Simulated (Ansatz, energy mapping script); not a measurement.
# YNiO2 in the infinite layer structure: energy mapping under PBE+U (6 eV)

Aim: the exchange couplings of YNiO2 in the infinite layer structure from the energies of a few collinear orders, and the ordering temperature that they give.

Main program and level: Ansatz 0.2.0; PBE with U = 6 eV on Ni d, ortho-atomic projectors; plane waves, U on orthogonalised atomic orbitals unless named otherwise, collinear spin, no spin–orbit coupling.

Report form: the programs' logs are mostly left out.

## Step 1: Set-up

The structure is tetragonal, space group P4/mmm (No. 123). Conventional cell: a = 3.932 Å, b = 3.932 Å, c = 3.103 Å, α = 90.00°, β = 90.00°, γ = 90.00°. Nearest to Y lie 8 O at 2.50 Å. Nearest to Ni lie 4 O at 1.97 Å. O has 2 Ni at 1.97 Å and 4 Y at 2.50 Å nearest. infinite layer prototype, lattice guessed from radii. Farther neighbours and most contacts between anions are not listed.

This cell was built for the study (infinite layer prototype, lattice guessed from radii), not taken from an experiment; the compound need not form in this structure.

The cell was relaxed beforehand in Ansatz under PBE with U = 6 eV on Ni d, ortho-atomic projectors, from parallel moments.

A Hubbard U penalises fractional filling of the shell. It raises the cost of virtual hops to the neighbours, so couplings that rest on such hops usually weaken.

## Step 2: Which atoms carry moments

One run in the crystal's own cell, under PBE with U = 5.4 eV on Ni d, ortho-atomic projectors, shows which elements keep a moment. Transition or f elements with 0.3 μB or more enter the spin model; moments induced on other atoms do not.

File input.yaml:

```yaml
crystal:
  lattice:
    - [3.932394766, 0.0, 0.0]
    - [0.0, 3.932394766, 0.0]
    - [0.0, 0.0, 3.103120039]
  atoms:
    - { symbol: "Y", position: [0.5, 0.5, 0.5] }
    - { symbol: Ni, position: [0.0, 0.0, 0.0], spin: 2.0 }
    - { symbol: O, position: [0.5, 0.0, 0.0] }
    - { symbol: O, position: [0.0, 0.5, 0.0] }
magnetization:
  spin_polarized: true
kpoints:
  mp_grid: { grid: [7, 7, 8] }
hamiltonian:
  xc: pbe
  hubbard:
    sites: [{ species: Ni, l: d, u_eff: 5.4 }]
    projectors: ortho-atomic
scf:
  occupations: { method: fermi_dirac, width: 0.05 }
output:
  eigenvalues: true
```

The run is started by

```
ansatz run input.yaml --threads 4 --pin off --max-ram 8192MiB --backend cpu --events-out ev --progress --plain --runs-dir out
```

Run time: 22 s. Hardware: 4 threads of Arm Neoverse V2, shared host; peak memory 0.79 GiB.

Spin moment in the sphere by atom:

```
atom  spin moment in the sphere (μB)
  Y1                          -0.002
 Ni2                           0.877
  O3                           0.017
  O4                           0.017
```

The run ends ferromagnetic; Ni carries the moments.

## Step 3: One set of occupation matrices for all orders

A corrected shell can settle in several orbital fillings. One parallel run, with an occupation width a fifth wider than the orders use, therefore is to supply the occupation matrices. All orders start from them.

input.yaml, the sections that differ from step 2:

```yaml
kpoints:
  mp_grid: { grid: [9, 9, 12] }
hamiltonian:
  xc: pbe
  hubbard:
    sites: [{ species: Ni, l: d, u_eff: 6.0 }]
    projectors: ortho-atomic
scf:
  occupations: { method: fermi_dirac, width: 0.06 }
# crystal, magnetization, output: as in step 2
```

Wall time 52 s (4 threads); peak memory 1.4 GiB.

Numbers from this step:

| Quantity | Value |
| --- | --- |
| final state | ferromagnetic |
| electrons in the corrected shells | 8.779 e |
| largest moment | 0.861 μB |

## Step 4: Parallel start in cell A (8 atoms)

Each cell gets its own parallel run on the same mesh, so that most of the mesh error cancels in the differences.

File input.yaml:

```yaml
crystal:
  lattice:
    - [3.932394766, 0.0, 0.0]
    - [0.0, 3.932394766, 3.103120039]
    - [0.0, -3.932394766, 3.103120039]
  atoms:
    - { symbol: "Y", position: [0.5, 0.5, 0.0] }
    - { symbol: "Y", position: [0.5, 0.0, 0.5] }
    - { symbol: Ni, position: [0.0, 0.0, 0.0], spin: 2.0 }
    - { symbol: Ni, position: [0.0, 0.5, 0.5], spin: 2.0 }
    - { symbol: O, position: [0.5, 0.0, 0.0] }
    - { symbol: O, position: [0.5, 0.5, 0.5] }
    - { symbol: O, position: [0.0, 0.25, 0.75] }
    - { symbol: O, position: [0.0, 0.75, 0.25] }
magnetization:
  spin_polarized: true
kpoints:
  mp_grid: { grid: [9, 8, 8] }
hamiltonian:
  xc: pbe
  hubbard:
    sites:
      - { species: Ni, l: d, u_eff: 6.0 }
      - { site: 2, l: d, u_eff: 6.0, starting_ns: [{ spin: up, occupation_matrix: ni2_major }, { spin: down, occupation_matrix: ni2_minor }] }
      - { site: 3, l: d, u_eff: 6.0, starting_ns: [{ spin: up, occupation_matrix: ni2_major }, { spin: down, occupation_matrix: ni2_minor }] }
    projectors: ortho-atomic
    occupation_matrices:
      ni2_major:
        matrix:
          - [0.928, 0.0, 0.0, 0.0, 0.0]
          - [0.0, 0.981, 0.0, 0.0, 0.0]
          - [0.0, 0.0, 0.981, 0.0, 0.0]
          - [0.0, 0.0, 0.0, 0.946, 0.0]
          - [0.0, 0.0, 0.0, 0.0, 0.987]
      ni2_minor:
        matrix:
          - [0.888, 0.0, 0.0, 0.0, 0.0]
          - [0.0, 0.975, 0.0, 0.0, 0.0]
          - [0.0, 0.0, 0.975, 0.0, 0.0]
          - [0.0, 0.0, 0.0, 0.133, 0.0]
          - [0.0, 0.0, 0.0, 0.0, 0.984]
scf:
  occupations: { method: fermi_dirac, width: 0.05 }
output:
  eigenvalues: true
  write_density: true
  write_potential: true
  elf: true
  volumetric_format: npy
```

The job ended after 31 s (4 threads; peak memory 1.1 GiB; 2 min of CPU time).

Spin moment in the sphere by atom:

```
atom  spin moment in the sphere (μB)
  Y1                           0.000
  Y2                           0.000
 Ni3                           0.865
 Ni4                           0.865
  O5                           0.006
  O6                           0.006
  O7                           0.007
  O8                           0.007
```

The run ends ferromagnetic.

Spin density in the ac plane at fractional y = 0.000, with atoms of Y and Ni and O within 0.2 Å of it.

Values in e/Å³, 17 rows by 14 columns, each cell a mean:
```
1.8 1.0 0.4 0.1 0.0 0.0 0.0 0.0 0.0 0.0 0.0 0.1 0.5 1.2
0.4 0.1 0.0 0.0 0.0 0.0 0.0 0.0 0.0 0.0 0.0 0.0 0.0 0.2
0.1 0.0 0.0 0.0 0.0 0.0 0.0 0.0 0.0 0.0 0.0 0.0 0.0 0.0
0.0 0.0 0.0 0.0 0.0 0.0 0.0 0.0 0.0 0.0 0.0 0.0 0.0 0.0
0.0 0.0 0.0 0.0 0.0 0.0 0.0 0.0 0.0 0.0 0.0 0.0 0.0 0.0
0.0 0.0 0.0 0.0 0.0 0.0 0.0 0.0 0.0 0.0 0.0 0.0 0.0 0.0
0.0 0.0 0.0 0.0 0.0 0.0 0.0 0.0 0.0 0.0 0.0 0.0 0.0 0.0
0.0 0.0 0.0 0.0 0.0 0.0 0.0 0.0 0.0 0.0 0.0 0.0 0.0 0.0
0.0 0.0 0.0 0.0 0.0 0.0 0.0 0.0 0.0 0.0 0.0 0.0 0.0 0.0
0.0 0.0 0.0 0.0 0.0 0.0 0.0 0.0 0.0 0.0 0.0 0.0 0.0 0.0
0.0 0.0 0.0 0.0 0.0 0.0 0.0 0.0 0.0 0.0 0.0 0.0 0.0 0.0
0.0 0.0 0.0 0.0 0.0 0.0 0.0 0.0 0.0 0.0 0.0 0.0 0.0 0.0
0.0 0.0 0.0 0.0 0.0 0.0 0.0 0.0 0.0 0.0 0.0 0.0 0.0 0.0
0.0 0.0 0.0 0.0 0.0 0.0 0.0 0.0 0.0 0.0 0.0 0.0 0.0 0.0
0.2 0.0 0.0 0.0 0.0 0.0 0.0 0.0 0.0 0.0 0.0 0.0 0.0 0.1
1.3 0.6 0.2 0.1 0.0 0.0 0.0 0.0 0.0 0.0 0.0 0.1 0.3 0.7
3.1 2.2 0.7 0.1 0.0 0.0 0.0 0.0 0.0 0.0 0.0 0.2 1.2 2.5
```
Columns run along a (3.9 Å), rows up along c (5.0 Å). Atoms in or near the plane, at fractional coordinates: Y at (0.50, 0.50), Ni at (0.00, 0.00), O at (0.50, 0.00).

ELF in the ac plane at fractional y = 0.000, with atoms of Y and Ni and O within 0.2 Å of it. It is the smooth field of the valence electrons, not physical close to the nuclei.

Values, 17 rows by 14 columns, each cell a mean:
```
0.56 0.45 0.23 0.13 0.50 0.79 0.68 0.56 0.72 0.75 0.35 0.14 0.30 0.49
0.35 0.34 0.22 0.14 0.39 0.75 0.80 0.80 0.80 0.66 0.28 0.14 0.27 0.34
0.17 0.18 0.16 0.13 0.23 0.49 0.65 0.69 0.63 0.40 0.18 0.13 0.17 0.18
0.13 0.13 0.13 0.10 0.10 0.17 0.23 0.26 0.22 0.14 0.09 0.11 0.13 0.13
0.19 0.18 0.12 0.07 0.06 0.14 0.24 0.28 0.22 0.11 0.06 0.08 0.14 0.18
0.23 0.19 0.10 0.07 0.23 0.56 0.72 0.75 0.69 0.46 0.16 0.07 0.13 0.20
0.15 0.12 0.07 0.16 0.58 0.84 0.84 0.82 0.85 0.79 0.45 0.10 0.08 0.13
0.07 0.06 0.06 0.29 0.75 0.84 0.69 0.56 0.75 0.84 0.64 0.18 0.05 0.07
0.06 0.05 0.06 0.32 0.77 0.84 0.64 0.46 0.71 0.85 0.67 0.19 0.04 0.06
0.12 0.09 0.06 0.21 0.66 0.85 0.81 0.76 0.83 0.82 0.53 0.13 0.06 0.10
0.22 0.17 0.09 0.09 0.36 0.71 0.82 0.84 0.81 0.62 0.25 0.07 0.11 0.19
0.21 0.19 0.12 0.06 0.09 0.25 0.39 0.44 0.37 0.19 0.07 0.07 0.14 0.20
0.14 0.14 0.12 0.09 0.07 0.09 0.13 0.14 0.12 0.08 0.07 0.10 0.13 0.14
0.15 0.15 0.14 0.12 0.18 0.39 0.53 0.57 0.50 0.32 0.15 0.12 0.15 0.15
0.27 0.27 0.20 0.13 0.33 0.68 0.79 0.81 0.78 0.58 0.24 0.14 0.23 0.28
0.50 0.42 0.23 0.14 0.47 0.79 0.73 0.66 0.76 0.74 0.33 0.14 0.30 0.45
0.67 0.50 0.22 0.13 0.53 0.78 0.55 0.34 0.63 0.76 0.38 0.13 0.30 0.56
```
Columns run along a (3.9 Å), rows up along c (5.0 Å). Atoms in or near the plane, at fractional coordinates: Y at (0.50, 0.50), Ni at (0.00, 0.00), O at (0.50, 0.00).

## Step 5: Order 2: compensated +−, cell A of 8 atoms

This order reverses 2 of the 2 neighbours at 3.10 Å, 2 of the 4 neighbours at 3.93 Å and 4 of the 8 neighbours at 5.01 Å, counted for an average magnetic atom.

input.yaml: that of step 4 with these lines changed.

```diff
@@ -9,3 +9,3 @@
     - { symbol: Ni, position: [0.0, 0.0, 0.0], spin: 2.0 }
-    - { symbol: Ni, position: [0.0, 0.5, 0.5], spin: 2.0 }
+    - { symbol: Ni, position: [0.0, 0.5, 0.5], spin: -2.0 }
     - { symbol: O, position: [0.5, 0.0, 0.0] }
@@ -24,3 +24,3 @@
       - { site: 2, l: d, u_eff: 6.0, starting_ns: [{ spin: up, occupation_matrix: ni2_major }, { spin: down, occupation_matrix: ni2_minor }] }
-      - { site: 3, l: d, u_eff: 6.0, starting_ns: [{ spin: up, occupation_matrix: ni2_major }, { spin: down, occupation_matrix: ni2_minor }] }
+      - { site: 3, l: d, u_eff: 6.0, starting_ns: [{ spin: up, occupation_matrix: ni2_minor }, { spin: down, occupation_matrix: ni2_major }] }
     projectors: ortho-atomic
```

The job ended after 13 s (4 threads; peak memory 1 GiB).

Spin moment in the sphere by atom:

```
atom  spin moment in the sphere (μB)
  Y1                           0.000
  Y2                           0.000
 Ni3                           0.917
 Ni4                          -0.917
  O5                           0.030
  O6                          -0.030
  O7                           0.000
  O8                           0.000
```

The run ends antiferromagnetic, 28.86 meV a magnetic atom above the parallel order of its cell (energies taken at zero occupation width, not the printed F).

Spin density in the ac plane at fractional y = 0.000, with atoms of Y and Ni and O within 0.2 Å of it.

Ten even steps from '0' (0.0 e/Å³) to '9' (3.3 e/Å³), each cell a mean:
```
53100000000013
10000000000000
00000000000000
00000000000000
00000000000000
00000000000000
00000000000000
00000000000000
00000000000000
00000000000000
00000000000000
00000000000000
00000000000000
00000000000000
00000000000000
41000000000002
96200000000037
```
Columns run along a (3.9 Å), rows up along c (5.0 Å). Atoms in or near the plane, at fractional coordinates: Y at (0.50, 0.50), Ni at (0.00, 0.00), O at (0.50, 0.00).

ELF in the ac plane at fractional y = 0.000, with atoms of Y and Ni and O within 0.2 Å of it. It is the smooth field of the valence electrons, not physical close to the nuclei.

Values, 17 rows by 14 columns, each cell a mean:
```
0.56 0.45 0.23 0.13 0.50 0.79 0.68 0.56 0.72 0.75 0.35 0.14 0.30 0.49
0.35 0.34 0.22 0.14 0.39 0.75 0.80 0.79 0.80 0.66 0.28 0.14 0.27 0.34
0.17 0.18 0.16 0.13 0.23 0.50 0.65 0.69 0.63 0.41 0.18 0.13 0.17 0.18
0.13 0.13 0.13 0.10 0.10 0.17 0.24 0.26 0.22 0.14 0.09 0.11 0.13 0.13
0.19 0.18 0.12 0.07 0.06 0.14 0.24 0.28 0.22 0.11 0.06 0.08 0.15 0.18
0.23 0.19 0.10 0.07 0.23 0.56 0.72 0.76 0.70 0.46 0.16 0.07 0.13 0.21
0.15 0.12 0.07 0.16 0.58 0.84 0.84 0.82 0.85 0.79 0.45 0.10 0.08 0.13
0.07 0.06 0.06 0.29 0.74 0.84 0.69 0.56 0.75 0.84 0.64 0.17 0.05 0.07
0.06 0.05 0.06 0.32 0.77 0.83 0.64 0.46 0.71 0.85 0.67 0.19 0.04 0.06
0.12 0.09 0.06 0.21 0.65 0.85 0.81 0.76 0.83 0.82 0.53 0.13 0.06 0.10
0.22 0.17 0.09 0.09 0.36 0.72 0.82 0.84 0.81 0.62 0.25 0.07 0.11 0.19
0.21 0.19 0.12 0.06 0.09 0.25 0.40 0.45 0.37 0.19 0.07 0.07 0.15 0.20
0.14 0.14 0.13 0.09 0.07 0.10 0.13 0.15 0.12 0.08 0.07 0.10 0.14 0.14
0.15 0.16 0.14 0.12 0.19 0.39 0.53 0.57 0.51 0.32 0.15 0.12 0.15 0.15
0.27 0.27 0.20 0.13 0.33 0.68 0.79 0.81 0.78 0.58 0.24 0.14 0.23 0.28
0.50 0.42 0.23 0.13 0.47 0.79 0.73 0.66 0.76 0.74 0.33 0.14 0.30 0.45
0.67 0.50 0.22 0.13 0.53 0.79 0.55 0.34 0.63 0.77 0.38 0.13 0.30 0.56
```
Columns run along a (3.9 Å), rows up along c (5.0 Å). Atoms in or near the plane, at fractional coordinates: Y at (0.50, 0.50), Ni at (0.00, 0.00), O at (0.50, 0.00).

## Step 6: Parallel start in cell B (8 atoms)

A new cell needs its own zero of energy.

This run holds the same structure in another cell (a 3.932 → 3.103 Å, b 5.009 → 5.561 Å, c 5.009 → 5.561 Å, α 103.4 → 90.0°).

File input.yaml:

```yaml
crystal:
  lattice:
    - [0.0, 0.0, -3.103120039]
    - [3.932394766, 3.932394766, 0.0]
    - [3.932394766, -3.932394766, 0.0]
  atoms:
    - { symbol: "Y", position: [0.5, 0.5, 0.0] }
    - { symbol: "Y", position: [0.5, 0.0, 0.5] }
    - { symbol: Ni, position: [0.0, 0.0, 0.0], spin: 2.0 }
    - { symbol: Ni, position: [0.0, 0.5, 0.5], spin: 2.0 }
    - { symbol: O, position: [0.0, 0.25, 0.25] }
    - { symbol: O, position: [0.0, 0.75, 0.75] }
    - { symbol: O, position: [0.0, 0.25, 0.75] }
    - { symbol: O, position: [0.0, 0.75, 0.25] }
magnetization:
  spin_polarized: true
kpoints:
  mp_grid: { grid: [12, 7, 7] }
hamiltonian:
  xc: pbe
  hubbard:
    sites:
      - { species: Ni, l: d, u_eff: 6.0 }
      - { site: 2, l: d, u_eff: 6.0, starting_ns: [{ spin: up, occupation_matrix: ni2_major }, { spin: down, occupation_matrix: ni2_minor }] }
      - { site: 3, l: d, u_eff: 6.0, starting_ns: [{ spin: up, occupation_matrix: ni2_major }, { spin: down, occupation_matrix: ni2_minor }] }
    projectors: ortho-atomic
    occupation_matrices:
      ni2_major:
        matrix:
          - [0.928, 0.0, 0.0, 0.0, 0.0]
          - [0.0, 0.981, 0.0, 0.0, 0.0]
          - [0.0, 0.0, 0.981, 0.0, 0.0]
          - [0.0, 0.0, 0.0, 0.946, 0.0]
          - [0.0, 0.0, 0.0, 0.0, 0.987]
      ni2_minor:
        matrix:
          - [0.888, 0.0, 0.0, 0.0, 0.0]
          - [0.0, 0.975, 0.0, 0.0, 0.0]
          - [0.0, 0.0, 0.975, 0.0, 0.0]
          - [0.0, 0.0, 0.0, 0.133, 0.0]
          - [0.0, 0.0, 0.0, 0.0, 0.984]
scf:
  occupations: { method: fermi_dirac, width: 0.05 }
output:
  eigenvalues: true
```

The job ended after 19 s (4 threads; peak memory 0.86 GiB).

The run ends ferromagnetic. For each magnetic atom its energy differs from the parallel run of the first cell by -1.35 meV, an error that one common reference would have brought in.

## Step 7: Run 4 (compensated +−; cell B, 8 atoms)

This order reverses 0 of the 2 neighbours at 3.10 Å, 4 of the 4 neighbours at 3.93 Å and 8 of the 8 neighbours at 5.01 Å, counted for an average magnetic atom.

input.yaml: that of step 6 with these lines changed.

```diff
@@ -9,3 +9,3 @@
     - { symbol: Ni, position: [0.0, 0.0, 0.0], spin: 2.0 }
-    - { symbol: Ni, position: [0.0, 0.5, 0.5], spin: 2.0 }
+    - { symbol: Ni, position: [0.0, 0.5, 0.5], spin: -2.0 }
     - { symbol: O, position: [0.0, 0.25, 0.25] }
@@ -24,3 +24,3 @@
       - { site: 2, l: d, u_eff: 6.0, starting_ns: [{ spin: up, occupation_matrix: ni2_major }, { spin: down, occupation_matrix: ni2_minor }] }
-      - { site: 3, l: d, u_eff: 6.0, starting_ns: [{ spin: up, occupation_matrix: ni2_major }, { spin: down, occupation_matrix: ni2_minor }] }
+      - { site: 3, l: d, u_eff: 6.0, starting_ns: [{ spin: up, occupation_matrix: ni2_minor }, { spin: down, occupation_matrix: ni2_major }] }
     projectors: ortho-atomic
```

Run time: 7.4 s. Hardware: 4 threads; peak memory 0.84 GiB.

The run ends antiferromagnetic, 16.24 meV a magnetic atom above the parallel order of its cell (energies taken at zero occupation width, not the printed F).

## Step 8: Parallel start in cell C (8 atoms)

The parallel order again, as the reference for this cell.

This run holds the same structure in another cell (a 3.103 → 5.009 Å, b 5.561 → 5.009 Å, c 5.561 → 5.009 Å, α 90.0 → 103.4°, β 90.0 → 112.6°, γ 90.0 → 112.6°).

File input.yaml:

```yaml
crystal:
  lattice:
    - [3.932394766, 0.0, 3.103120039]
    - [0.0, -3.932394766, -3.103120039]
    - [0.0, 3.932394766, -3.103120039]
  atoms:
    - { symbol: "Y", position: [0.5, 0.25, 0.75] }
    - { symbol: "Y", position: [0.5, 0.75, 0.25] }
    - { symbol: Ni, position: [0.0, 0.5, 0.5], spin: 2.0 }
    - { symbol: Ni, position: [0.0, 0.0, 0.0], spin: 2.0 }
    - { symbol: O, position: [0.5, 0.75, 0.75] }
    - { symbol: O, position: [0.5, 0.25, 0.25] }
    - { symbol: O, position: [0.0, 0.25, 0.75] }
    - { symbol: O, position: [0.0, 0.75, 0.25] }
magnetization:
  spin_polarized: true
kpoints:
  mp_grid: { grid: [9, 9, 9] }
hamiltonian:
  xc: pbe
  hubbard:
    sites:
      - { species: Ni, l: d, u_eff: 6.0 }
      - { site: 2, l: d, u_eff: 6.0, starting_ns: [{ spin: up, occupation_matrix: ni2_major }, { spin: down, occupation_matrix: ni2_minor }] }
      - { site: 3, l: d, u_eff: 6.0, starting_ns: [{ spin: up, occupation_matrix: ni2_major }, { spin: down, occupation_matrix: ni2_minor }] }
    projectors: ortho-atomic
    occupation_matrices:
      ni2_major:
        matrix:
          - [0.928, 0.0, 0.0, 0.0, 0.0]
          - [0.0, 0.981, 0.0, 0.0, 0.0]
          - [0.0, 0.0, 0.981, 0.0, 0.0]
          - [0.0, 0.0, 0.0, 0.946, 0.0]
          - [0.0, 0.0, 0.0, 0.0, 0.987]
      ni2_minor:
        matrix:
          - [0.888, 0.0, 0.0, 0.0, 0.0]
          - [0.0, 0.975, 0.0, 0.0, 0.0]
          - [0.0, 0.0, 0.975, 0.0, 0.0]
          - [0.0, 0.0, 0.0, 0.133, 0.0]
          - [0.0, 0.0, 0.0, 0.0, 0.984]
scf:
  occupations: { method: fermi_dirac, width: 0.05 }
output:
  eigenvalues: true
```

The job ended after 21 s (4 threads; peak memory 0.9 GiB).

The run ends ferromagnetic. For each magnetic atom its energy differs from the parallel run of the first cell by -2.00 meV, an error that one common reference would have brought in.

## Step 9: Compensated +− start in cell C (8 atoms)

This order reverses 2 of the 2 neighbours at 3.10 Å, 4 of the 4 neighbours at 3.93 Å and 0 of the 8 neighbours at 5.01 Å, counted for an average magnetic atom.

input.yaml: that of step 8 with these lines changed.

```diff
@@ -9,3 +9,3 @@
     - { symbol: Ni, position: [0.0, 0.5, 0.5], spin: 2.0 }
-    - { symbol: Ni, position: [0.0, 0.0, 0.0], spin: 2.0 }
+    - { symbol: Ni, position: [0.0, 0.0, 0.0], spin: -2.0 }
     - { symbol: O, position: [0.5, 0.75, 0.75] }
@@ -24,3 +24,3 @@
       - { site: 2, l: d, u_eff: 6.0, starting_ns: [{ spin: up, occupation_matrix: ni2_major }, { spin: down, occupation_matrix: ni2_minor }] }
-      - { site: 3, l: d, u_eff: 6.0, starting_ns: [{ spin: up, occupation_matrix: ni2_major }, { spin: down, occupation_matrix: ni2_minor }] }
+      - { site: 3, l: d, u_eff: 6.0, starting_ns: [{ spin: up, occupation_matrix: ni2_minor }, { spin: down, occupation_matrix: ni2_major }] }
     projectors: ortho-atomic
```

Wall time 8.9 s (4 threads); peak memory 0.88 GiB; 35 s of CPU time.

The run ends antiferromagnetic, 13.06 meV a magnetic atom above the parallel order of its cell.

(Part 1 of 2 ends here.)

[Logs and program files are shortened in this print: banners, set-up blocks, solver, clock and traceback lines can be left out without a mark of their own.]

[Logs are printed without paths, hosts, clocks, repeated set-up lines and the standing remarks that a program may print on its own settings, such as how far it seeks lower states.]

[Hosts, paths, dates, database ids (printed as entryN), source tags and the programs' standing remarks are cut or masked in the printed files.]

[Where a cell is said to come from a database of computed structures, the database is the Materials Project.]
